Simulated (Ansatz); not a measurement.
**AlIn (hypothetical, Fm-3m): a volume series of phonon spectra**

Aim: how the vibrations of AlIn (hypothetical) shift with volume, and the expansion that follows. The crystal structure is hypothetical: it was made by swapping elements on a known structure type.

Method: DFT PBE, scalar-relativistic, plane waves, PAW, in Ansatz 0.2.0.

This is a report of a sequence of runs, with most program output left out.

## 1. Starting point

Symmetry: Fm-3m, No. 225, cubic system. The conventional cell has a = 5.182 Å, b = 5.182 Å, c = 5.182 Å, α = 90.00°, β = 90.00°, γ = 90.00°. Al has 6 In at 2.59 Å nearest. Nearest to In lie 6 Al at 2.59 Å. Farther neighbours are not listed.

## 2. Probe on a coarse mesh

A cheap single point shows whether the cell is a metal or an insulator and how far it is from rest; that sets the k-mesh and the occupations of what follows.

The input, input.yaml:

```yaml
crystal:
  lattice:
    - [0.0, 2.59081, 2.59081]
    - [2.59081, 0.0, 2.59081]
    - [2.59081, 2.59081, 0.0]
  atoms:
    - { symbol: Al, position: [0.5, 0.5, 0.5] }
    - { symbol: In, position: [0.0, 0.0, 0.0] }
kpoints:
  mp_grid: { grid: [6, 6, 6] }
hamiltonian:
  xc: pbe
scf:
  occupations: { method: gaussian, width: 0.1 }
output:
  forces: true
  stress: true
  eigenvalues: true
```

Run with:

```
$ ansatz run input.yaml --threads 4 --pin off --max-ram 8192MiB --backend cpu --events-out ev --progress --plain --runs-dir out
```

Run time: 5 s. Hardware: 4 threads of Intel Xeon Platinum 8259CL at 2.50GHz (Skylake/Cascade Lake), shared host; peak memory 0.35 GiB.

Numbers from this step:

| Quantity | Value |
| --- | --- |
| pressure | 31.81 GPa |
| volume per atom | 17.39 Å³ |
| gap on the k-mesh | 0 eV |

The start is under 32 GPa at this level and looks like a metal on this mesh.

## 3. A loose first relaxation

The start is far from rest, so a relaxation with loose thresholds first brings it near the minimum.

input.yaml: that of step 2 with these lines changed.

```diff
@@ -18 +18,6 @@
   eigenvalues: true
+relax:
+  adjacent_minimum: "off"
+  f_tol: 0.05
+  max_steps: 80
+  cell: { stress_tol: 0.5 }
```

Elapsed: 3.3 s, on 4 threads; peak memory 0.37 GiB; 9.1 s of CPU time.

The steps of the relaxation:

| step | energy less that of the first step (eV) | largest force component (eV/Å) | pressure (GPa) | volume (Å³) |
| --- | --- | --- | --- | --- |
| 1 | 0.0000 | 0.0000 | 31.81 | 34.78 |
| 2 | -0.7008 | 0.0000 | 12.76 | 40.12 |
| 3 | -0.9313 | 0.0000 | 4.37 | 44.70 |
| 4 | -0.9816 | 0.0000 | 0.08 | 48.48 |
| 5* | -0.9952 | 0.0000 | 0.50 | 48.48 |
| 6 | -0.9959 | 0.0000 | 0.00 | 49.05 |
| 7* | -0.9961 | 0.0000 | 0.00 | 49.05 |

Relaxation steps marked * repeat the geometry before them on a plane-wave basis chosen anew for their cell, so energy and pressure can jump there.

The run keeps the 48 symmetry operations that it works with, so distortions that break them were not tested.

| cell as run | before | after | change |
| --- | --- | --- | --- |
| a (Å) | 3.664 | 4.109 | +12.1 % |
| b (Å) | 3.664 | 4.109 | +12.1 % |
| c (Å) | 3.664 | 4.109 | +12.1 % |
| volume (Å³/atom) | 17.39 | 24.52 | +41.0 % |

Final coordinates:

```cif
data_structure
_symmetry_space_group_name_H-M 'P 1'
_symmetry_Int_Tables_number 1
_cell_length_a 4.1088
_cell_length_b 4.1088
_cell_length_c 4.1088
_cell_angle_alpha 60.000
_cell_angle_beta 60.000
_cell_angle_gamma 60.000
_cell_volume 49.05
loop_
_atom_site_label
_atom_site_type_symbol
_atom_site_fract_x
_atom_site_fract_y
_atom_site_fract_z
_atom_site_occupancy
Al1 Al 0.50000 0.50000 0.50000 1
In2 In 0.00000 0.00000 0.00000 1
```

Numbers from this step:

| Quantity | Value |
| --- | --- |
| pressure | 0.001112 GPa |
| volume per atom | 24.52 Å³ |

The relaxation ends with a pressure of 0.00 GPa.

## 4. Finding the static equilibrium

Phonons are second derivatives about a minimum, so cell and atoms are relaxed first, inside the symmetry of the start.

input.yaml, the sections that differ from step 3:

```yaml
crystal:
  lattice:
    - [0.0, 2.9053759622, 2.9053759622]
    - [2.9053759622, 0.0, 2.9053759622]
    - [2.9053759622, 2.9053759622, 0.0]
  atoms:
    - { symbol: Al, position: [0.5, 0.5, 0.5] }
    - { symbol: In, position: [0.0, 0.0, 0.0] }
kpoints:
  mp_grid: { grid: [12, 12, 12] }
relax:
  adjacent_minimum: "off"
  f_tol: 0.005
  max_steps: 80
  cell: { stress_tol: 0.05 }
# hamiltonian, scf, output: as in step 3
```

The job ended after 3.6 s (4 threads; peak memory 0.45 GiB; 12 s of CPU time).

Relaxation path:

| step | energy less that of the first step (eV) | largest force component (eV/Å) | pressure (GPa) | volume (Å³) |
| --- | --- | --- | --- | --- |
| 1 | 0.0000 | 0.0000 | -0.25 | 49.05 |
| 2 | -0.0003 | 0.0000 | 0.03 | 48.72 |
| 3* | -0.0002 | 0.0000 | 0.03 | 48.72 |

Relaxation steps marked * repeat the geometry before them on a plane-wave basis chosen anew for their cell, so energy and pressure can jump there.

The run keeps the 48 symmetry operations that it works with, so distortions that break them were not tested.

| conventional cell, symmetrised | before | after | change |
| --- | --- | --- | --- |
| a (Å) | 5.811 | 5.798 | -0.2 % |
| b (Å) | 5.811 | 5.798 | -0.2 % |
| c (Å) | 5.811 | 5.798 | -0.2 % |
| volume (Å³/atom) | 24.52 | 24.36 | -0.7 % |

Final coordinates:

```cif
data_structure
_symmetry_space_group_name_H-M 'P 1'
_symmetry_Int_Tables_number 1
_cell_length_a 4.0995
_cell_length_b 4.0995
_cell_length_c 4.0995
_cell_angle_alpha 60.000
_cell_angle_beta 60.000
_cell_angle_gamma 60.000
_cell_volume 48.72
loop_
_atom_site_label
_atom_site_type_symbol
_atom_site_fract_x
_atom_site_fract_y
_atom_site_fract_z
_atom_site_occupancy
Al1 Al 0.50000 0.50000 0.50000 1
In2 In 0.00000 0.00000 0.00000 1
```

This step gave:

- pressure: 0.03091 GPa
- volume per atom: 24.36 Å³

The cell shrank by 0.7 % in volume.

## 5. Tight relaxation

The relaxation is repeated with tighter thresholds on force and stress, since phonons are sensitive to what is left; a change of mesh or smearing in the input moves the cell too.

input.yaml, the sections that differ from step 4:

```yaml
crystal:
  lattice:
    - [0.0, 2.8987939669, 2.8987939669]
    - [2.8987939669, 0.0, 2.8987939669]
    - [2.8987939669, 2.8987939669, 0.0]
  atoms:
    - { symbol: Al, position: [0.5, 0.5, 0.5] }
    - { symbol: In, position: [0.0, 0.0, 0.0] }
scf:
  occupations: { method: methfessel_paxton, width: 0.15 }
relax:
  adjacent_minimum: "off"
  f_tol: 0.001
  max_steps: 60
  cell: { stress_tol: 0.01 }
# kpoints, hamiltonian, output: as in step 4
```

Elapsed: 3.6 s, on 4 threads; peak memory 0.46 GiB.

Little changed from the start: no atom moved by 0.005 Å and no cell edge by 0.1 %.

Numbers from this step:

```yaml
pressure: -0.003063 GPa
volume_per_atom: 24.37 Å³
```

The residual pressure is -0.0031 GPa, small enough for phonons.

## 6. Lattice dynamics at this volume, V/V0 1

The same q-mesh and k-mesh are kept at every volume, so that much of their error can cancel in the differences.

The input, input.yaml:

```yaml
crystal:
  lattice:
    - [0.0, 2.8993861299, 2.8993861299]
    - [2.8993861299, 0.0, 2.8993861299]
    - [2.8993861299, 2.8993861299, 0.0]
  atoms:
    - { symbol: Al, position: [0.5, 0.5, 0.5] }
    - { symbol: In, position: [0.0, 0.0, 0.0] }
kpoints:
  mp_grid: { grid: [12, 12, 12] }
hamiltonian:
  xc: pbe
scf:
  occupations: { method: methfessel_paxton, width: 0.15 }
output:
  eigenvalues: true
phonons:
  method: dfpt
  qmesh: [4, 4, 4]
  temperatures: { t_max: 1000, t_step: 50 }
  qpath:
    path:
      - [[0.0, 0.0, 0.0], [0.5, 0.0, 0.5], [0.625, 0.25, 0.625]]
      - [[0.375, 0.375, 0.75], [0.0, 0.0, 0.0], [0.5, 0.5, 0.5], [0.5, 0.25, 0.75], [0.5, 0.0, 0.5]]
    npoints: 10
```

Wall time 4.3 min (4 threads); peak memory 2.6 GiB.

This step gave:

```yaml
gamma_frequencies: 0, 0, 0, 200.4, 200.4, 200.4 cm⁻¹ (negative: imaginary)
lowest_frequency_on_the_path: -52.34 cm⁻¹
point_group: m-3m
highest_frequency: 217.9 cm⁻¹
```

No LO-TO term. Phonon branches along the path, in cm⁻¹:

| point | branch 1 | branch 2 | branch 3 | branch 4 | branch 5 | branch 6 |
| --- | --- | --- | --- | --- | --- | --- |
| Γ | 0 | 0 | 0 | 200 | 200 | 200 |
| halfway | -25 | -25 | 77 | 152 | 199 | 199 |
| X | -47 | -35 | -35 | 204 | 204 | 218 |
| halfway | -50 | -30 | -23 | 200 | 200 | 215 |
| U | -52 | 20 | 33 | 186 | 187 | 211 |
| jump to K | -52 | 20 | 33 | 186 | 187 | 211 |
| halfway | -36 | 78 | 82 | 154 | 157 | 206 |
| Γ | 0 | 0 | 0 | 200 | 200 | 200 |
| halfway | 53 | 53 | 56 | 178 | 178 | 181 |
| L | 82 | 82 | 91 | 145 | 145 | 147 |
| halfway | -11 | 18 | 84 | 149 | 187 | 188 |
| W | -50 | -50 | 79 | 142 | 212 | 212 |
| halfway | -51 | -38 | 33 | 180 | 209 | 214 |
| X | -47 | -35 | -35 | 204 | 204 | 218 |

Tetrahedra on 20 20 20, mean over bins of 5 cm⁻¹. Table of phonon density of states by wavenumber; read off at these points:

| wavenumber (cm⁻¹) | phonon density of states (1/cm⁻¹/cell) |
| --- | --- |
| -52 | 0.0134 |
| -38 | 0.0255 |
| -32 | 0.0301 |
| -28 | 0.0271 |
| -12 | 0.0116 |
| -2 | 0.00981 |
| 12 | 0.00977 |
| 22 | 0.0117 |
| 38 | 0.0185 |
| 52 | 0.0229 |
| 62 | 0.0260 |
| 78 | 0.0444 |
| 82 | 0.0530 |
| 88 | 0.00639 |
| 102 | 0 |
| 112 | 0 |
| 128 | 0 |
| 142 | 7.4e-4 |
| 152 | 0.0576 |
| 168 | 0.0336 |
| 178 | 0.0342 |
| 192 | 0.0463 |
| 198 | 0.0668 |
| 202 | 0.0633 |
| 218 | 0.00146 |

The modes has structure finer than the step of the table below, so its rows give means over 10 cm⁻¹, whole bins alone (the curve runs from -62.2 to 234 cm⁻¹). Peaks (cm⁻¹: height): Al -32.5: 0.00776, 150.0: 0.0595, 170.5: 0.0347, 181.7: 0.0332, 200.3: 0.0545; In -32.5: 0.0266, 83.0: 0.0511, 200.3: 0.0152.

Phonopy on the run's constants, 17x17x17 mesh, Gaussian sigma 2.1 cm⁻¹. Table of modes by wavenumber; means over each step; values in 1/cm⁻¹/cell:

| wavenumber (cm⁻¹) | Al | In |
| --- | --- | --- |
| -50 | 0.00535 | 0.0166 |
| -40 | 0.00626 | 0.0204 |
| -30 | 0.00667 | 0.0234 |
| -20 | 0.00465 | 0.0169 |
| -10 | 0.00198 | 0.00726 |
| 0 | 4.9e-4 | 0.00181 |
| 10 | 0.00177 | 0.00664 |
| 20 | 0.00246 | 0.00949 |
| 30 | 0.00332 | 0.0132 |
| 40 | 0.00401 | 0.0168 |
| 50 | 0.00373 | 0.0177 |
| 60 | 0.00396 | 0.0224 |
| 70 | 0.00308 | 0.0267 |
| 80 | 0.00168 | 0.0422 |
| 90 | 1.5e-4 | 0.00877 |
| 100 | 0 | 5.9e-6 |
| 110 | 0 | 0 |
| 120 | 0 | 0 |
| 130 | 0 | 0 |
| 140 | 0.00347 | 4.5e-5 |
| 150 | 0.0452 | 0.00177 |
| 160 | 0.0328 | 0.00401 |
| 170 | 0.0278 | 0.00536 |
| 180 | 0.0281 | 0.00663 |
| 190 | 0.0340 | 0.00890 |
| 200 | 0.0492 | 0.0138 |
| 210 | 0.0286 | 0.00879 |
| 220 | 0.00126 | 4.1e-4 |

No LO-TO term. Modes at Γ, with each element's share of the kinetic energy:

| mode | frequency (cm⁻¹) | symmetry | Al % | In % |
| --- | --- | --- | --- | --- |
| 1 | 0.0 | T1u | 19 | 81 |
| 2 | 0.0 | T1u | 19 | 81 |
| 3 | 0.0 | T1u | 19 | 81 |
| 4 | 200.4 | T1u | 81 | 19 |
| 5 | 200.4 | T1u | 81 | 19 |
| 6 | 200.4 | T1u | 81 | 19 |

Displacements in mode 6 (200.4 cm⁻¹), the largest set to 1:
```
Al1  0.00  1.00  0.55
In2  0.00 -0.23 -0.13
```

The lowest solved frequency is -49.5 cm⁻¹, so the cell is unstable here and gives no valid free energy.

## 7. Single point at a scaled cell, V/V0 1.015

Symmetry fixes every atom, so a single point at the scaled cell gives the energy and pressure of this member.

input.yaml, the sections that differ from step 6:

```yaml
crystal:
  lattice:
    - [0.0, 2.913811174, 2.913811174]
    - [2.913811174, 0.0, 2.913811174]
    - [2.913811174, 2.913811174, 0.0]
  atoms:
    - { symbol: Al, position: [0.5, 0.5, 0.5] }
    - { symbol: In, position: [0.0, 0.0, 0.0] }
output:
  forces: true
  stress: true
  eigenvalues: true
# kpoints, hamiltonian, scf: as in step 6
# phonons: removed
```

Run time: 1.1 s. Hardware: 4 threads; peak memory 0.42 GiB; 3.3 s of CPU time.

This step gave:

| Item | Value |
| --- | --- |
| pressure | -0.6129 GPa |
| volume per atom | 24.74 Å³ |

The run ends at a pressure of -0.61 GPa.

## 8. A run with changed settings

One run with other settings shows how much the ground state depends on them.

This step: DFT PBE, scalar-relativistic, plane waves, PAW; settings changed (Ansatz 0.2.0).

The cell differs from the one that the last finished run ended in (a 4.121 → 7.787 Å, b 4.121 → 7.787 Å, c 4.121 → 7.787 Å).

The input, input.yaml:

```yaml
crystal:
  lattice:
    - [0.0, 5.50630503, 5.50630503]
    - [5.50630503, 0.0, 5.50630503]
    - [5.50630503, 5.50630503, 0.0]
  atoms:
    - { symbol: Al, position: [0.5, 0.5, 0.5] }
    - { symbol: In, position: [0.0, 0.0, 0.0] }
kpoints:
  mp_grid: { grid: [12, 12, 12] }
hamiltonian:
  xc: pbe
scf:
  occupations: { method: methfessel_paxton, width: 0.15 }
  max_iter: 60
output:
  forces: true
  eigenvalues: true
  stress: true
```

Wall time 5.8 s (4 threads); peak memory 0.8 GiB; 21 s of CPU time.

The run finished. A setting was moved off its sound value on purpose, so it serves as a test and not as the result.

The fault put into the input: a lattice typed in bohr (crystal.lattice).

## 9. Phonons, V/V0 1.015

Phonons at this volume give one point of F(V, T); meshes stay fixed along the series.

This step: DFT PBE, scalar-relativistic, plane waves, PAW (Ansatz 0.2.0).

The input, input.yaml:

```yaml
crystal:
  lattice:
    - [0.0, 2.913811174, 2.913811174]
    - [2.913811174, 0.0, 2.913811174]
    - [2.913811174, 2.913811174, 0.0]
  atoms:
    - { symbol: Al, position: [0.5, 0.5, 0.5] }
    - { symbol: In, position: [0.0, 0.0, 0.0] }
kpoints:
  mp_grid: { grid: [12, 12, 12] }
hamiltonian:
  xc: pbe
scf:
  occupations: { method: methfessel_paxton, width: 0.15 }
output:
  eigenvalues: true
phonons:
  method: dfpt
  qmesh: [4, 4, 4]
  temperatures: { t_max: 1000, t_step: 50 }
  qpath:
    path:
      - [[0.0, 0.0, 0.0], [0.5, 0.0, 0.5], [0.625, 0.25, 0.625]]
      - [[0.375, 0.375, 0.75], [0.0, 0.0, 0.0], [0.5, 0.5, 0.5], [0.5, 0.25, 0.75], [0.5, 0.0, 0.5]]
    npoints: 10
```

Elapsed: 4.4 min, on 4 threads; peak memory 2.6 GiB.

No LO-TO term. The phonon branches at the labelled points (cm⁻¹):

| point | branch 1 | branch 2 | branch 3 | branch 4 | branch 5 | branch 6 |
| --- | --- | --- | --- | --- | --- | --- |
| Γ | 0 | 0 | 0 | 195 | 195 | 195 |
| halfway | -24 | -24 | 75 | 146 | 193 | 193 |
| X | -44 | -33 | -33 | 198 | 198 | 212 |
| halfway | -47 | -29 | -22 | 194 | 194 | 210 |
| U | -50 | 19 | 32 | 181 | 181 | 205 |
| jump to K | -50 | 19 | 32 | 181 | 181 | 205 |
| halfway | -35 | 76 | 79 | 149 | 152 | 200 |
| Γ | 0 | 0 | 0 | 195 | 195 | 195 |
| halfway | 51 | 51 | 54 | 172 | 172 | 176 |
| L | 79 | 79 | 88 | 140 | 140 | 142 |
| halfway | -10 | 18 | 82 | 144 | 181 | 182 |
| W | -47 | -47 | 76 | 137 | 206 | 206 |
| halfway | -49 | -37 | 32 | 174 | 203 | 208 |
| X | -44 | -33 | -33 | 198 | 198 | 212 |

The lowest solved frequency is -47.1 cm⁻¹, so the cell is unstable here and gives no valid free energy. The highest zone-centre mode (no LO–TO term) moved by -2.7 % for a volume change of +1.5 %.

## 10. Single point at a scaled cell, V/V0 0.985

The cell differs from the one that the last finished run ended in (a 4.121 → 4.080 Å, b 4.121 → 4.080 Å, c 4.121 → 4.080 Å).

input.yaml, the sections that differ from step 9:

```yaml
crystal:
  lattice:
    - [0.0, 2.8848161044, 2.8848161044]
    - [2.8848161044, 0.0, 2.8848161044]
    - [2.8848161044, 2.8848161044, 0.0]
  atoms:
    - { symbol: Al, position: [0.5, 0.5, 0.5] }
    - { symbol: In, position: [0.0, 0.0, 0.0] }
output:
  forces: true
  stress: true
  eigenvalues: true
  write_density: true
  write_potential: true
  elf: true
  volumetric_format: npy
# kpoints, hamiltonian, scf: as in step 9
# phonons: removed
```

Wall time 1.2 s (4 threads); peak memory 0.42 GiB; 3.6 s of CPU time.

The run ends at a pressure of 0.66 GPa.

## 11. Lattice dynamics at this volume, V/V0 0.985

input.yaml, the sections that differ from step 10:

```yaml
output:
  eigenvalues: true
phonons:
  method: dfpt
  qmesh: [4, 4, 4]
  temperatures: { t_max: 1000, t_step: 50 }
  qpath:
    path:
      - [[0.0, 0.0, 0.0], [0.5, 0.0, 0.5], [0.625, 0.25, 0.625]]
      - [[0.375, 0.375, 0.75], [0.0, 0.0, 0.0], [0.5, 0.5, 0.5], [0.5, 0.25, 0.75], [0.5, 0.0, 0.5]]
    npoints: 10
# crystal, kpoints, hamiltonian, scf: as in step 10
```

Elapsed: 4.1 min, on 4 threads; peak memory 2.5 GiB.

The lowest solved frequency is -51.9 cm⁻¹, so the cell is unstable here and gives no valid free energy. The highest zone-centre mode (no LO–TO term) moved by +2.8 % for a volume change of -1.5 %.

## 12. A cell at another volume, V/V0 1.03

The cell differs from the one that the last finished run ended in (a 4.080 → 4.141 Å, b 4.080 → 4.141 Å, c 4.080 → 4.141 Å).

input.yaml, the sections that differ from step 11:

```yaml
crystal:
  lattice:
    - [0.0, 2.9280947903, 2.9280947903]
    - [2.9280947903, 0.0, 2.9280947903]
    - [2.9280947903, 2.9280947903, 0.0]
  atoms:
    - { symbol: Al, position: [0.5, 0.5, 0.5] }
    - { symbol: In, position: [0.0, 0.0, 0.0] }
output:
  forces: true
  stress: true
  eigenvalues: true
# kpoints, hamiltonian, scf: as in step 11
# phonons: removed
```

Elapsed: 0.96 s, on 4 threads; peak memory 0.43 GiB; 2.9 s of CPU time.

The run ends at a pressure of -1.18 GPa.

## 13. Phonons, V/V0 1.03

input.yaml, the sections that differ from step 12:

```yaml
output:
  eigenvalues: true
phonons:
  method: dfpt
  qmesh: [4, 4, 4]
  temperatures: { t_max: 1000, t_step: 50 }
  qpath:
    path:
      - [[0.0, 0.0, 0.0], [0.5, 0.0, 0.5], [0.625, 0.25, 0.625]]
      - [[0.375, 0.375, 0.75], [0.0, 0.0, 0.0], [0.5, 0.5, 0.5], [0.5, 0.25, 0.75], [0.5, 0.0, 0.5]]
    npoints: 10
# crystal, kpoints, hamiltonian, scf: as in step 12
```

Run time: 3.6 min. Hardware: 4 threads; peak memory 2.6 GiB.

The lowest solved frequency is -44.9 cm⁻¹, so the cell is unstable here and gives no valid free energy. The highest zone-centre mode (no LO–TO term) moved by -5.3 % for a volume change of +3.0 %.

(Part 1 of 2 ends here.)

[Logs are printed without paths, hosts, clocks, repeated set-up lines and the standing remarks that a program may print on its own settings, such as how far it seeks lower states.]

[Hosts, paths, dates, database ids (printed as entryN), source tags and the programs' standing remarks are cut or masked in the printed files.]

[A step with changed settings may run another functional than the one named; its input shows which.]


